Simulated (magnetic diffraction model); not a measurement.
**ZnCoSb6 below its ordering temperature**

Space group C2/m (no. 12), a = 13.0220 Å, b = 9.5040 Å, c = 9.1920 Å, β = 134.18°.

```csv
site,atom,x,y,z
8j,Sb,0.6517,0.8361,0.1544
8j,Sb,0.4949,0.6590,0.6602
4i,Sb,0.3428,0,0.1862
4i,Sb,0.8378,1/2,0.4984
4e,Zn,3/4,3/4,0
4f,Co,3/4,1/4,1/2
```

This is a made-up structure (elements placed in a structure type, unrelaxed), so the numbers test the method and describe no known phase.

Only Co is taken to order (form factors of Co2+); orders and moment sizes are assumed, and not adapted to the symmetry. Radiation: neutrons of λ = 1.909 Å, 5° to 35°; isotropic B of 0.26 Å² (Sb), 0.32 Å² (Zn) and 0.35 Å² (Co). Simulated constant-wavelength pattern: nuclear and magnetic terms add, the magnetic one as |2.695 fm × Σ f S⊥ exp(2πi Q·r) exp(−B s²)|², summed over all Q at one angle with the factor 1/(sin²θ cos θ). For collinear order S is the moment m, which repeats by lattice and centring translations R with the sign exp(−2πi k·R). Free-ion form factors, Sears's scattering lengths of 1992, no absorption; a label names one of the reflections at its angle. The strongest nuclear line in the range is 100, and lines under 0.2 are left out.

Above the ordering temperature:

```
2θ (°)     index      I
 16.48   (1 1 0)   63.4
 16.61  (1 1 -1)   43.5
 16.86  (2 0 -1)   71.3
 23.18   (0 2 0)   71.1
 23.59   (2 0 0)   42.7
 23.98  (2 0 -2)   69.1
 28.67   (0 2 1)  100.0
 28.80  (2 2 -1)    1.3
 28.87   (1 1 1)   31.8
 29.11  (1 1 -2)   23.2
 29.12  (3 1 -1)   22.7
 29.36  (3 1 -2)   32.6
 33.31   (2 2 0)    0.5
 33.59  (2 2 -2)    0.5
 33.67   (0 0 2)    0.8
 34.10  (4 0 -2)    0.7
```

Below it (cell unchanged):

| 2θ (°) | I |
| --- | --- |
| 16.48 | 63.4 |
| 16.61 | 43.5 |
| 16.86 | 71.3 |
| 20.30 | 91.3 |
| 20.47 | 90.3 |
| 23.18 | 71.1 |
| 23.59 | 42.7 |
| 23.98 | 69.1 |
| 26.33 | 59.5 |
| 26.68 | 58.0 |
| 28.67 | 100.0 |
| 28.80 | 1.3 |
| 28.87 | 31.8 |
| 29.11 | 23.2 |
| 29.12 | 22.7 |
| 29.36 | 32.6 |
| 33.31 | 0.5 |
| 33.59 | 0.5 |
| 33.67 | 0.8 |
| 34.10 | 0.7 |

**Question.** Find the propagation vector, then choose among these models:
A. collinear moments along [010], 2.36 μB on Co; signs + at (3/4, 1/4, 1/2), − at (3/4, 3/4, 1/2)
B. collinear moments along [010], 2.36 μB on Co; signs + at (3/4, 1/4, 1/2), + at (3/4, 3/4, 1/2)
C. collinear moments along [101], 2.36 μB on Co; signs + at (3/4, 1/4, 1/2), + at (3/4, 3/4, 1/2)
D. collinear moments along [101], 2.36 μB on Co; signs + at (3/4, 1/4, 1/2), − at (3/4, 3/4, 1/2)

The new lines index as (0 1 1) at 20.30°, (2 1 -1) at 20.47°, (2 1 0) at 26.33° and (2 1 -2) at 26.68°, that is as H ± k with k = (1 0 0). The indices are whole but break the lattice centring, so the moments reverse under a centring translation, those with k·t a half-integer.

Magnetic intensity, observed (below minus above) and for each model:

| 2θ (°) | index | observed | A | B | C | D |
| --- | --- | --- | --- | --- | --- | --- |
| 11.53 | (0 1 0) | <0.2 | <0.2 | <0.2 | <0.2 | 228.8 |
| 11.73 | (1 0 0) | <0.2 | <0.2 | 220.5 | <0.2 | <0.2 |
| 11.92 | (1 0 -1) | <0.2 | <0.2 | 213.3 | 213.3 | <0.2 |
| 20.30 | (0 1 1) | 91.3 | 91.3 | <0.2 | <0.2 | 89.7 |
| 20.47 | (2 1 -1) | 90.3 | 90.3 | <0.2 | <0.2 | 88.8 |
| 26.05 | (1 2 0) | <0.2 | <0.2 | 15.6 | 60.2 | <0.2 |
| 26.14 | (1 2 -1) | <0.2 | <0.2 | 15.8 | 75.1 | <0.2 |
| 26.68 | (2 1 -2) | 58.0 | 58.0 | <0.2 | <0.2 | 71.5 |

Model A matches.

The absence at (0 1 0) is telling: Q lies along the moments there, so the part normal to Q vanishes.

The structure used: k = (1 0 0), collinear moments along [010], 2.36 μB on Co; signs + at (3/4, 1/4, 1/2), − at (3/4, 3/4, 1/2).

[Logs are printed without paths, hosts, clocks, repeated set-up lines and the standing remarks that a program may print on its own settings, such as how far it seeks lower states.]
